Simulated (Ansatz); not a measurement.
# Mo2N monolayer: relaxing the cell for a phonon run

Task: relax Mo2N monolayer tightly.

Calculated with Ansatz 0.2.0; DFT LDA, scalar-relativistic, plane waves, PAW.

### Step 1. The structure

The cell holds 3 atoms: 1 N and 2 Mo. Its edges and angles: a = 2.950 Å, b = 2.950 Å, c = 20.000 Å, α = 90.0°, β = 90.0°, γ = 120.0°. Vacuum lies along c.

Structure file:

```
N Mo
1.0
     2.95000    0.00000    0.00000
    -1.47500    2.55477    0.00000
     0.00000    0.00000   20.00000
N Mo
1 2
Direct
  0.00000 0.00000 0.50000
  0.33333 0.66667 0.56000
  0.66667 0.33333 0.44000
```

### Step 2. Probe on a coarse mesh

A quick single point on a coarse mesh tells whether the cell has a gap and how far it is from rest, which sets the k mesh and smearing that follow.

The program solves this slab on a cell height of its own, 28.6 Å, in place of the one typed.

input.yaml

```yaml
crystal:
  lattice:
    - [2.95, 0.0, 0.0]
    - [-1.475, 2.55477, 0.0]
    - [0.0, 0.0, 20.0]
  atoms:
    - { symbol: "N", position: [0.0, 0.0, 0.5] }
    - { symbol: Mo, position: [0.333333, 0.666667, 0.56] }
    - { symbol: Mo, position: [0.666667, 0.333333, 0.44] }
  periodic: [true, true, false]
kpoints:
  mp_grid: { grid: [9, 9, 1] }
hamiltonian:
  xc: lda
scf:
  occupations: { method: gaussian, width: 0.1 }
output:
  forces: true
  stress: true
  eigenvalues: true
```

The run is started by

```
$ ansatz run input.yaml --threads 8 --pin off --max-ram 14336MiB --backend cpu --events-out ev --progress --plain --runs-dir out
```

Numbers of over 12 decimals in the logs are rounded to 6 here.

The log of the run:

```text
[...]
--- Band table (eV; the first three rows and the last of 12) ---
  k-point 0: bands = [... 13 lower, -6.8448, -6.8448, -6.4999, -6.0716, -5.2561, -5.2561, -4.5701, -4.5701]
  k-point 1: bands = [... 13 lower, -7.4065, -6.6105, -6.5543, -6.1714, -5.4087, -5.3023, -4.6459, -4.2249]
  k-point 2: bands = [... 13 lower, -7.2390, -7.0994, -5.8425, -5.8393, -5.0868, -4.8635, -4.4122, -3.8773]
  k-point 11: bands = [... 13 lower, -7.2390, -7.2390, -6.1069, -4.5592, -4.5592, -3.5462, -3.5461, -1.8455]
[key lines of the parts left out:]
SCF converged after 8 iterations
Free energy (F): -10057.286014 eV
Fermi energy:    -5.296704 eV
P = ½ c Tr σ = -9.5715 N/m
```

It took 0.73 s on 8 threads of Arm Neoverse V2, shared host; peak memory 0.53 GiB.

This run has no spin polarisation although its electron count is odd.

This step gave:

```yaml
gap_on_the_k_mesh: 0 eV
area_per_atom: 2.512 Å²
```

The coarse mesh shows no gap.

### Step 3. Bringing the structure to rest

The cell and atoms are relaxed, since residual forces and stress would shift the frequencies.

The program solves this slab on a cell height of its own, 28.6 Å, in place of the one typed.

input.yaml, the sections that differ from step 2:

```yaml
kpoints:
  mp_grid: { grid: [18, 18, 1] }
output:
  forces: true
  stress: true
  eigenvalues: true
  write_density: true
  write_potential: true
  elf: true
  volumetric_format: npy
relax:
  adjacent_minimum: "off"
  f_tol: 0.005
  max_steps: 80
  cell: { stress_2d_tol: 0.02 }
# crystal, hamiltonian, scf: as in step 2
```

The log of the run:

```text
[...]
Crystal: 3 atoms, lattice volume = 215.546 Å³
Basis set: ecut = 420 eV, 4139 PW (Γ)
Bands: 21, of which v1, the nominal top of the filled ones, is band 17 counted from 1 (16 counted from 0)
Symmetry: 12 space group operations
[...]
k-points: 37 of 324
[...]
SCF iter   1: F=—  HF=-10057.287457 eV  |F-HF|=—  |Δ(HF+E_count)|=         —  Δρ=6.01e-3  dr2=6.37e-2  ethr=1.77e-3  ⟨swp⟩=12.7  Hψ=6277  notcnv=0
[...]
SCF iter   9: F=-10057.278966 eV  HF=-10057.278966 eV  |F-HF|=1.46e-11  |Δ(HF+E_count)|=   2.02e-9  Δρ=1.95e-7  dr2=2.14e-10  ethr=6.43e-12  ⟨swp⟩=10.4  Hψ=6214  notcnv=0
SCF 1 converged in 9 iterations: F = -10057.278966 eV  dr2 = 2.14e-10
[...]
relax step   1: F+E_penalty+E_count = -10057.27896632 eV  Δ(F+E_penalty+E_count) = +0.000e0 eV  max|allowed force component| = 4.816e-3 eV/Å  Δτ_max = 0.0000 Å  P = -9.657 N/m  Ω = 215.546 Å³  fix = [c, alpha, beta]  reactions: c +0.000 N/m  (9 SCF iters, dr2 threshold 1.00e-7 eV, accepted)
Crystal: 3 atoms, lattice volume = 195.044 Å³
Basis set: ecut = 420 eV, 3851 PW (Γ)
[...]
iter 1 solved again at ethr=5.61e-4 eV; its pass at ethr=3.10e-3 eV (dr2=1.85e-1 eV) is discarded
[...]
SCF iter   7: F=-10057.541689 eV  HF=-10057.541689 eV  |F-HF|=6.25e-8  |Δ(HF+E_count)|=   1.35e-8  Δρ=8.68e-6  dr2=1.26e-7  ethr=9.09e-10  ⟨swp⟩=22.1  Hψ=10902  notcnv=0
SCF 2 converged in 7 iterations: F = -10057.541689 eV  dr2 = 1.26e-7
relax step   2: F+E_penalty+E_count = -10057.54168932 eV  Δ(F+E_penalty+E_count) = -2.627e-1 eV  max|allowed force component| = 5.637e-1 eV/Å  Δτ_max = 0.0782 Å  P = +1.993 N/m  Ω = 195.044 Å³  energy of the carried Pulay correction = +7.133e-3 eV  fix = [c, alpha, beta]  reactions: c +0.000 N/m  (7 SCF iters, dr2 threshold 3.00e-7 eV, accepted)
Crystal: 3 atoms, lattice volume = 194.030 Å³
Basis set: ecut = 420 eV, 3839 PW (Γ)
[...]
SCF iter   6: F=-10057.558696 eV  HF=-10057.558696 eV  |F-HF|=2.30e-8  |Δ(HF+E_count)|=   6.39e-8  Δρ=3.45e-6  dr2=5.00e-8  ethr=9.09e-10  ⟨swp⟩=23.9  Hψ=10286  notcnv=0
the search or the solves at the SCF's close seem to have found levels that the self-consistency loop had missed (the run counts 1). By its estimate they hold under 1e-12 electrons; where the run keeps them, the occupations were computed again with them
SCF 3 converged in 6 iterations: F = -10057.558696 eV  dr2 = 5.00e-8
relax step   3: F+E_penalty+E_count = -10057.55869607 eV  Δ(F+E_penalty+E_count) = -1.701e-2 eV  max|allowed force component| = 3.097e-1 eV/Å  Δτ_max = 0.0230 Å  P = +0.847 N/m  Ω = 194.030 Å³  energy of the carried Pulay correction = +7.504e-3 eV  fix = [c, alpha, beta]  reactions: c +0.000 N/m  (6 SCF iters, dr2 threshold 3.00e-7 eV, accepted)
[... from here on, the SCF cycles and remarks between the steps are left out ...]
relax step   4: F+E_penalty+E_count = -10057.57182347 eV  Δ(F+E_penalty+E_count) = -1.313e-2 eV  max|allowed force component| = 8.687e-2 eV/Å  Δτ_max = 0.0372 Å  P = -0.036 N/m  Ω = 191.447 Å³  energy of the carried Pulay correction = +8.459e-3 eV  fix = [c, alpha, beta]  reactions: c -0.000 N/m  (6 SCF iters, dr2 threshold 3.00e-7 eV, accepted)
relax step   5: F+E_penalty+E_count = -10057.57551136 eV  Δ(F+E_penalty+E_count) = -3.688e-3 eV  max|allowed force component| = 2.025e-2 eV/Å  Δτ_max = 0.0248 Å  P = +0.016 N/m  Ω = 189.182 Å³  energy of the carried Pulay correction = +9.306e-3 eV  fix = [c, alpha, beta]  reactions: c +0.000 N/m  (6 SCF iters, dr2 threshold 3.00e-7 eV, accepted)
relax step   6: F+E_penalty+E_count = -10057.57578321 eV  Δ(F+E_penalty+E_count) = -2.719e-4 eV  max|allowed force component| = 6.234e-3 eV/Å  Δτ_max = 0.0065 Å  P = +0.044 N/m  Ω = 188.620 Å³  energy of the carried Pulay correction = +9.517e-3 eV  fix = [c, alpha, beta]  reactions: c +0.000 N/m  (6 SCF iters, dr2 threshold 2.56e-8 eV, accepted)
relax step   7: F+E_penalty+E_count = -10057.57573415 eV  Δ(F+E_penalty+E_count) = +4.907e-5 eV  max|allowed force component| = 4.418e-4 eV/Å  Δτ_max = 0.0020 Å  P = +0.012 N/m  Ω = 188.811 Å³  energy of the carried Pulay correction = +9.445e-3 eV  fix = [c, alpha, beta]  reactions: c +0.000 N/m  (6 SCF iters, dr2 threshold 3.11e-9 eV, accepted)
relax step   8: F+E_penalty+E_count = -10057.57090254 eV  Δ(F+E_penalty+E_count) = +4.832e-3 eV  max|allowed force component| = 4.007e-4 eV/Å  Δτ_max = 0.0000 Å  P = -0.124 N/m  Ω = 188.811 Å³  fix = [c, alpha, beta]  reactions: c -0.000 N/m  stress off target by 1.24e-1 N/m on what of the cell is left free  SCF on the basis re-selected at this cell (its energy is not comparable with the rows above)  (7 SCF iters)
relax step   9: F+E_penalty+E_count = -10057.57107356 eV  Δ(F+E_penalty+E_count) = -1.710e-4 eV  max|allowed force component| = 8.468e-3 eV/Å  Δτ_max = 0.0021 Å  P = +0.084 N/m  Ω = 188.454 Å³  energy of the carried Pulay correction = +1.359e-4 eV  fix = [c, alpha, beta]  reactions: c +0.000 N/m  (5 SCF iters, dr2 threshold 2.51e-8 eV, accepted)
relax step  10: F+E_penalty+E_count = -10057.57106062 eV  Δ(F+E_penalty+E_count) = +1.293e-5 eV  max|allowed force component| = 1.497e-4 eV/Å  Δτ_max = 0.0002 Å  P = +0.003 N/m  Ω = 188.507 Å³  energy of the carried Pulay correction = +1.160e-4 eV  fix = [c, alpha, beta]  reactions: c +0.000 N/m  (4 SCF iters, dr2 threshold 1.16e-8 eV, accepted)
[...]
SCF iter   1: F=—  HF=-10057.570808 eV  |F-HF|=—  |Δ(HF+E_count)|=         —  Δρ=3.40e-6  dr2=1.03e-8  ethr=2.27e-7  ⟨swp⟩=7.5  Hψ=11025  notcnv=0
eigensolver tolerance schedule: the retry pair's looser diagonalisation over-reported the residual by 7278.10 of it (diagonalisation noise at 1.14 of the residual, at the tolerance the schedule requests for it); recorded, not acted on — ethr = c·dr2/N_el stays at c = 1.0e-1
SCF iter   2: F=—  HF=-10057.570957 eV  |F-HF|=—  |Δ(HF+E_count)|=   1.48e-4  Δρ=1.67e-6  dr2=8.44e-9  ethr=3.12e-11  ⟨swp⟩=6.6  Hψ=3190  notcnv=0
[...]
SCF iter   6: F=-10057.570957 eV  HF=-10057.570957 eV  |F-HF|=1.00e-10  |Δ(HF+E_count)|=  2.73e-11  Δρ=1.64e-8  dr2=7.59e-13  ethr=1.00e-12  ⟨swp⟩=14.9  Hψ=6001  notcnv=0
SCF 11 converged in 6 iterations: F = -10057.570957 eV  dr2 = 7.59e-13
relax step  11: F+E_penalty+E_count = -10057.57095686 eV  Δ(F+E_penalty+E_count) = +1.038e-4 eV  max|allowed force component| = 1.416e-4 eV/Å  Δτ_max = 0.0000 Å  P = +0.001 N/m  Ω = 188.507 Å³  fix = [c, alpha, beta]  reactions: c +0.000 N/m  stress off target by 9.52e-4 N/m on what of the cell is left free  SCF on the basis re-selected at this cell (its energy is not comparable with the rows above)  (6 SCF iters)
[...]
WARN: The output density's exchange-correlation potential varies sharply where the density is thin. Do not read a vacuum level from v_tot or v_xc, or from such a field of the output density. On a cell that repeats whose density bears no net charge and no dipole along the vacuum's axis use v_es (v_loc + v_h of the components); under efield.dipole_correction with no amplitude use v_es + v_field, which holds any externa [...]
SCF converged after 6 iterations
Free energy (F): -10057.570957 eV
[...]
Internal energy: -10057.558047 eV  (E = F + TS)
E sigma→0 (E₀):  -10057.564502 eV
Entropy (-TS):   -0.012910 eV (-4.303 meV/atom)
Fermi energy:    -5.362922 eV
[...]
--- Forces (eV/Å), atoms counted from 1 ---
  atom   1  N      0.00000000     0.00000000     0.00000000
  atom   2  Mo     0.00000000    -0.00000000     0.00014160
  atom   3  Mo    -0.00000000     0.00000000    -0.00014160
  max |Σ_I F_I| component: 1.39e-17 eV/Å
--- 2D stress c σ (N/m, compression-positive) ---
        0.000952       0.000000      -0.000000
        0.000000       0.000952       0.000000
       -0.000000       0.000000       0.000000
  P = ½ c Tr σ = 0.0010 N/m
--- Band table (eV; the first three rows and the last of 37) ---
  k-point 0: bands = [... 13 lower, -6.6867, -6.6867, -6.4657, -6.3857, -5.7734, -4.9201, -4.9201, -4.4326]
  k-point 1: bands = [... 13 lower, -6.9774, -6.5791, -6.4083, -6.3921, -5.8370, -5.0356, -5.0175, -4.3040]
  k-point 2: bands = [... 13 lower, -7.4713, -6.6652, -6.3276, -6.2613, -5.7551, -5.1128, -5.1103, -4.1091]
  k-point 36: bands = [... 13 lower, -7.0085, -7.0085, -6.7121, -4.5750, -4.5750, -3.4500, -3.4500, -2.3240]
--- Relaxed structure (9 steps of the walk, 9 accepted, 2 SCFs on fresh bases) ---
  F+E_penalty+E_count = -10057.57095686 eV   max|allowed force component| = 1.416e-4 eV/Å   (the final SCF, on the basis selected at the relaxed cell)
  cell:  # Å, volume = 188.5068 Å³
    - [2.758768, 0, 0]
    - [-1.379384, 2.389163, 0]
    - [0, 0, 28.6]
  atoms:
    - { symbol: N, position: [0, 0, 0.349650] }
    - { symbol: Mo, position: [0.333333, 0.666667, 0.397554] }
    - { symbol: Mo, position: [0.666667, 0.333333, 0.301746] }
```

It took 18 s on 8 threads; peak memory 0.67 GiB.

Relaxation path:

```tsv
step	energy less that of the first step (eV)	largest force component (eV/Å)	volume (Å³)
1	0.0000	0.0048	215.55
2	-0.2627	0.5637	195.04
3	-0.2797	0.3097	194.03
4	-0.2929	0.0869	191.45
5	-0.2965	0.0203	189.18
6	-0.2968	0.0062	188.62
7	-0.2968	0.0004	188.81
8*	-0.2919	0.0004	188.81
9	-0.2921	0.0085	188.45
10	-0.2921	0.0001	188.51
11*	-0.2920	0.0001	188.51
```

Relaxation steps marked * repeat the geometry before them on a plane-wave basis chosen anew for their cell, so energy and pressure can jump there.

The run keeps the 12 symmetry operations that it works with, so distortions that break them were not tested.

```tsv
cell as run	before	after	change
a (Å)	2.950	2.759	-6.5 %
b (Å)	2.950	2.759	-6.5 %
```

The atoms that moved most (Å, along periodic axes as changes of fractional coordinates times the final cell, across vacuum about the mean position):

```tsv
atom	dx	dy	dz	length
Mo2	0.000	0.000	0.170	0.170
Mo3	0.000	0.000	-0.170	0.170
```

The relaxed structure:

```cif
data_structure
_symmetry_space_group_name_H-M 'P 1'
_symmetry_Int_Tables_number 1
_cell_length_a 2.7588
_cell_length_b 2.7588
_cell_length_c 28.6000
_cell_angle_alpha 90.000
_cell_angle_beta 90.000
_cell_angle_gamma 120.000
_cell_volume 188.51
loop_
_atom_site_label
_atom_site_type_symbol
_atom_site_fract_x
_atom_site_fract_y
_atom_site_fract_z
_atom_site_occupancy
N1 N 0.00000 0.00000 0.34965 1
Mo2 Mo 0.33333 0.66667 0.39755 1
Mo3 Mo 0.66667 0.33333 0.30175 1
```

This step gave:

```yaml
area_per_atom: 2.197 Å²
```

ELF in the ac plane at fractional y = 0.333, with atoms of Mo within 0.2 Å of it. It is the smooth field of the valence electrons, not physical close to the nuclei.

Ten even steps from '_' (0.00) to '@' (0.67), each cell a mean:
```
____________________________
____________________________
____________________________
____________________________
____________________________
____________________________
____________________________
____________________________
____________________________
____________________________
____________________________
____________________________
::......::::::----====----::
------------==**##%%%%##++==
==++****++==--==++****++----
**##%%%%##++--::::::::::--==
==--====--++%%@@@@%%%%@@@@##
--++****==----==++++++++==--
::------::::..__________....
____________________________
____________________________
____________________________
____________________________
____________________________
```
Columns run along a (2.8 Å), rows up along c (28.6 Å). Atoms in or near the plane, at fractional coordinates: Mo at (0.67, 0.30).

Electrostatic potential energy in the ac plane at fractional y = 0.333, with atoms of Mo within 0.2 Å of it. With pseudopotentials it is smooth inside the atoms' cores, unlike the true potential.

Ten even steps from '0' (-35 eV) to '9' (0 eV), each cell a mean:
```
99999999999999
99999999999999
99999999999999
99999999999999
99999999999999
99999999999999
99999999999999
99999999999999
99999999999999
99999999999999
99999999999999
99999999999999
99999999999999
87777889999988
42112467888875
76667777666777
46776200000001
78988754433456
99999999999999
99999999999999
99999999999999
99999999999999
99999999999999
99999999999999
```
Columns run along a (2.8 Å; values clipped at the 3rd and 97th percentile), rows up along c (28.6 Å). Atoms in or near the plane, at fractional coordinates: Mo at (0.67, 0.30).

Valence density in the ac plane at fractional y = 0.333, with atoms of Mo within 0.2 Å of it. It is the smooth field of the valence electrons, not physical close to the nuclei.

Ten steps, logarithmic in the rise over the least value, from '0' (0.0 e/Å³) to '9' (5.5 e/Å³), each cell a mean:
```
00000000000000
00000000000000
00000000000000
00000000000000
00000000000000
00000000000000
00000000000000
00000000000000
00000000000000
00000000000000
00000000000000
00000000000000
00000000000000
33433332222223
56666544433445
55555444444444
54445689999987
33333346677654
00000000000000
00000000000000
00000000000000
00000000000000
00000000000000
00000000000000
```
Columns run along a (2.8 Å), rows up along c (28.6 Å). Atoms in or near the plane, at fractional coordinates: Mo at (0.67, 0.30).

### Step 4. Relaxing to small forces for the phonons

Phonons need a cell at rest on their own settings, so the relaxation is repeated with tight tolerances on forces and stress, using the mesh and the filling of the phonon run that follows.

input.yaml, the sections that differ from step 3:

```yaml
crystal:
  lattice:
    - [2.7587677785, 0.0, 0.0]
    - [-1.3793838892, 2.3891629793, 0.0]
    - [0.0, 0.0, 28.6]
  atoms:
    - { symbol: "N", position: [0.0, 0.0, 0.3496503497] }
    - { symbol: Mo, position: [0.3333333333, 0.6666666667, 0.3975544587] }
    - { symbol: Mo, position: [0.6666666667, 0.3333333333, 0.3017462406] }
  periodic: [true, true, false]
scf:
  occupations: { method: methfessel_paxton, width: 0.15 }
relax:
  adjacent_minimum: "off"
  f_tol: 0.001
  max_steps: 60
  cell: { stress_2d_tol: 0.002 }
# kpoints, hamiltonian, output: as in step 3
```

The log of the run:

```text
[...]
Crystal: 3 atoms, lattice volume = 188.507 Å³
Basis set: ecut = 420 eV, 3677 PW (Γ)
Bands: 21, of which v1, the nominal top of the filled ones, is band 17 counted from 1 (16 counted from 0)
Symmetry: 12 space group operations
[...]
k-points: 37 of 324
[...]
--- Relaxed structure (4 steps of the walk, 4 accepted, 1 SCFs on fresh bases) ---
[...]
cell:  # Å, volume = 188.3810 Å³
    - [2.757847, -2.8857823780696094e-11, 0]
    - [-1.378924, 2.388366, 0]
    - [0, 0, 28.6]
  atoms:
    - { symbol: N, position: [0, 0, 0.349650] }
    - { symbol: Mo, position: [0.333333, 0.666667, 0.397596] }
    - { symbol: Mo, position: [0.666667, 0.333333, 0.301705] }
[key lines of the parts left out:]
SCF converged after 7 iterations
Free energy (F): -10057.564370 eV
Fermi energy:    -5.365987 eV
P = ½ c Tr σ = -0.0015 N/m
```

Elapsed: 7.5 s, on 8 threads; peak memory 0.62 GiB.

Little changed from the start: no atom moved by 0.005 Å and no cell edge by 0.1 %.

Numbers from this step:

```yaml
area_per_atom: 2.196 Å²
```

ELF in the ac plane at fractional y = 0.000, with atoms of N within 0.2 Å of it. It is the smooth field of the valence electrons, not physical close to the nuclei.

Ten even steps from '_' (0.00) to '@' (0.75), each cell a mean:
```
____________________________
____________________________
____________________________
____________________________
____________________________
____________________________
____________________________
____________________________
____________________________
____________________________
____________________________
____________________________
------::::..........::::----
####**++--::::::::::--++**##
++++==----==++++++==----==++
++**@@@@##==::..::==##@@@@**
**++==----==++++++==----==++
####**==--::::::::::--==**##
------::::..........::::----
____________________________
____________________________
____________________________
____________________________
____________________________
```
Columns run along a (2.8 Å), rows up along c (28.6 Å). Atoms in or near the plane, at fractional coordinates: N at (0.00, 0.35).

Valence density in the ac plane at fractional y = 0.000, with atoms of N within 0.2 Å of it. It is the smooth field of the valence electrons, not physical close to the nuclei.

Ten steps, logarithmic in the rise over the least value, from '0' (0.0 e/Å³) to '9' (3.1 e/Å³), each cell a mean:
```
00000000000000
00000000000000
00000000000000
00000000000000
00000000000000
00000000000000
00000000000000
00000000000000
00000000000000
00000000000000
00000000000000
00000000000000
00000000000000
33344444444433
66666778776666
99986555556899
66666777776666
33444455544443
00000000000000
00000000000000
00000000000000
00000000000000
00000000000000
00000000000000
```
Columns run along a (2.8 Å), rows up along c (28.6 Å). Atoms in or near the plane, at fractional coordinates: N at (0.00, 0.35).

Electrostatic potential energy in the ac plane at fractional y = 0.000, with atoms of N within 0.2 Å of it. With pseudopotentials it is smooth inside the atoms' cores, unlike the true potential.

Values in eV, 24 rows by 14 columns, each cell a mean:
```
  0   0   0   0   0   0   0   0   0   0   0   0   0   0
  0   0   0   0   0   0   0   0   0   0   0   0   0   0
  0   0   0   0   0   0   0   0   0   0   0   0   0   0
  0   0   0   0   0   0   0   0   0   0   0   0   0   0
  0   0   0   0   0   0   0   0   0   0   0   0   0   0
  0   0   0   0   0   0   0   0   0   0   0   0   0   0
  0   0   0   0   0   0   0   0   0   0   0   0   0   0
  0   0   0   0   0   0   0   0   0   0   0   0   0   0
  0   0   0   0   0   0   0   0   0   0   0   0   0   0
  0   0   0   0   0   0   0   0   0   0   0   0   0   0
  0   0   0   0   0   0   0   0   0   0   0   0   0   0
  0   0   0   0   0   0   0   0   0   0   0   0   0   0
  0   0   0   0   0  -1  -1  -1  -1  -1   0   0   0   0
 -2  -2  -3  -4  -6  -7  -9 -10  -9  -7  -6  -4  -3  -2
 -8  -9  -9 -12 -17 -23 -25 -26 -25 -23 -17 -12  -9  -9
-28 -28 -26 -22 -10  -9  -9  -9  -9  -9 -10 -22 -26 -28
-10 -10 -10 -12 -16 -23 -25 -25 -25 -23 -16 -12 -10 -10
 -2  -2  -3  -4  -6  -8 -10 -11 -10  -8  -6  -4  -3  -2
  0   0   0   0   0  -1  -1  -1  -1  -1   0   0   0   0
  0   0   0   0   0   0   0   0   0   0   0   0   0   0
  0   0   0   0   0   0   0   0   0   0   0   0   0   0
  0   0   0   0   0   0   0   0   0   0   0   0   0   0
  0   0   0   0   0   0   0   0   0   0   0   0   0   0
  0   0   0   0   0   0   0   0   0   0   0   0   0   0
```
Columns run along a (2.8 Å; values clipped at the 3rd and 97th percentile), rows up along c (28.6 Å). Atoms in or near the plane, at fractional coordinates: N at (0.00, 0.35).

The largest force component left is 0.045 meV/Å, within the tolerances set.

### Step 5. Summary of results

```yaml
space_group_after_relaxation_within_0p01_a: P-3m1
lattice_constant_a: 2.758 Å
lattice_constant_b: 2.758 Å
area_per_atom: 2.20 Å²
```

What this shows: The largest force component left is 0.045 meV/Å, within the tolerances set. The relaxation keeps the symmetry of its start, so it says nothing on stability against lower symmetry. The runs are without spin polarisation, although the cell has an odd electron count. The starting cell was built on a prototype and not taken from a measurement.

[Logs are printed without paths, hosts, clocks, repeated set-up lines and the standing remarks that a program may print on its own settings, such as how far it seeks lower states.]

[Hosts, paths, dates, database ids (printed as entryN), source tags and the programs' standing remarks are cut or masked in the printed files.]
